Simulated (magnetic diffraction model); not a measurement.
## CoIrPb below its ordering temperature

Space group Pnma (no. 62), a = 6.5940 Å, b = 4.1290 Å, c = 7.5060 Å.

```
site  atom       x    y       z
  4c    Pb  0.7179  3/4  0.1010
  4c    Ir  0.5025  3/4  0.7074
  4c    Co  0.3423  3/4  0.0721
```

The compound is invented for this exercise: a known structure type with other elements, its cell scaled to their sizes and not relaxed.

Only Co is taken to order (form factors of Co2+); orders and moment sizes are assumed, and not adapted to the symmetry. Radiation: neutrons of λ = 2.0775 Å (absorption by Ir left out), 8° to 65°; isotropic B of 0.28 Å² (Pb), 0.24 Å² (Ir) and 0.34 Å² (Co). Simulated constant-wavelength pattern: nuclear and magnetic terms add, the magnetic one as |2.695 fm × Σ f S⊥ exp(2πi Q·r) exp(−B s²)|², summed over all Q at one angle with the factor 1/(sin²θ cos θ). For collinear order S is the moment m, which repeats by lattice and centring translations R with the sign exp(−2πi k·R). Free-ion form factors, Sears's scattering lengths of 1992, no absorption; a label names one of the reflections at its angle. The strongest nuclear line in the range is 100, and lines under 0.2 are left out.

Above the ordering temperature:

| 2θ (°) | index | I |
| --- | --- | --- |
| 32.14 | (0 0 2) | 5.2 |
| 33.37 | (0 1 1) | 5.4 |
| 37.14 | (1 0 2) | 18.2 |
| 38.23 | (1 1 1) | 19.9 |
| 40.26 | (2 0 1) | 0.2 |
| 47.55 | (2 1 0) | 0.7 |
| 47.89 | (1 1 2) | 30.1 |
| 49.59 | (2 0 2) | 31.3 |
| 50.46 | (2 1 1) | 100.0 |
| 52.73 | (1 0 3) | 9.9 |
| 58.08 | (0 1 3) | 55.5 |
| 59.00 | (3 0 1) | 13.4 |
| 60.42 | (0 2 0) | 37.8 |
| 61.38 | (1 1 3) | 3.2 |
| 62.82 | (2 0 3) | 0.3 |

Below it (cell unchanged):

```tsv
2θ (°)	I
19.82	4.9
23.96	3.5
30.25	1.9
32.14	5.2
33.37	5.4
35.49	6.7
37.14	18.2
37.64	0.6
38.07	3.2
38.23	19.9
40.26	0.2
44.33	2.6
44.69	0.6
47.55	0.7
47.89	30.1
48.29	1.0
49.59	31.3
50.46	100.0
52.73	9.9
53.93	1.6
54.24	2.4
57.06	0.7
58.08	55.5
59.00	13.4
60.42	37.8
61.05	0.3
61.24	0.4
61.38	3.2
62.82	0.3
64.25	1.1
```

**Question.** Find the propagation vector, then choose among these models:
A. collinear moments along [001], 2.39 μB on Co; signs + at (0.3423, 3/4, 0.0721), − at (0.8423, 3/4, 0.4279), + at (0.6577, 1/4, 0.9279), − at (0.1577, 1/4, 0.5721)
B. collinear moments along [111], 2.39 μB on Co; signs + at (0.3423, 3/4, 0.0721), − at (0.8423, 3/4, 0.4279), + at (0.6577, 1/4, 0.9279), − at (0.1577, 1/4, 0.5721)
C. collinear moments along [111], 2.39 μB on Co; signs + at (0.3423, 3/4, 0.0721), − at (0.8423, 3/4, 0.4279), − at (0.6577, 1/4, 0.9279), + at (0.1577, 1/4, 0.5721)
D. collinear moments along [001], 2.39 μB on Co; signs + at (0.3423, 3/4, 0.0721), − at (0.8423, 3/4, 0.4279), − at (0.6577, 1/4, 0.9279), + at (0.1577, 1/4, 0.5721)

The new lines index as (1 0 1/2) at 19.82°, (0 0 3/2) at 23.96°, (0 1 1/2) at 30.25° and (1 1 1/2) at 35.49°, that is as H ± k with k = (0 0 1/2). Half indices mean that the moments reverse under translations with k·R a half-integer, and the magnetic cell has twice the primitive volume. Below the range, at 7.94°, lies the magnetic line (0 0 1/2) with 10.

Magnetic intensity, observed (below minus above) and for each model:

| 2θ (°) | index | observed | A | B | C | D |
| --- | --- | --- | --- | --- | --- | --- |
| 19.82 | (1 0 1/2) | 4.9 | 12.7 | 13.6 | 4.9 | 12.7 |
| 23.96 | (0 0 3/2) | 3.5 | <0.2 | 3.5 | 3.5 | <0.2 |
| 35.49 | (1 1 1/2) | 6.7 | 7.3 | 5.3 | 6.7 | 7.3 |
| 37.64 | (2 0 1/2) | 0.6 | 1.2 | 1.0 | 0.6 | 1.2 |
| 44.33 | (2 0 3/2) | 2.6 | 2.0 | 0.9 | 2.6 | 2.0 |
| 44.69 | (1 0 5/2) | 0.6 | 0.4 | 2.1 | 0.6 | 0.4 |
| 53.93 | (2 1 3/2) | 1.6 | 2.6 | 2.9 | 1.6 | 2.6 |
| 54.24 | (1 1 5/2) | 2.4 | 1.2 | 1.2 | 2.4 | 1.2 |

Model C matches.

The structure used: k = (0 0 1/2), collinear moments along [111], 2.39 μB on Co; signs + at (0.3423, 3/4, 0.0721), − at (0.8423, 3/4, 0.4279), − at (0.6577, 1/4, 0.9279), + at (0.1577, 1/4, 0.5721).

[Logs are printed without paths, hosts, clocks, repeated set-up lines and the standing remarks that a program may print on its own settings, such as how far it seeks lower states.]
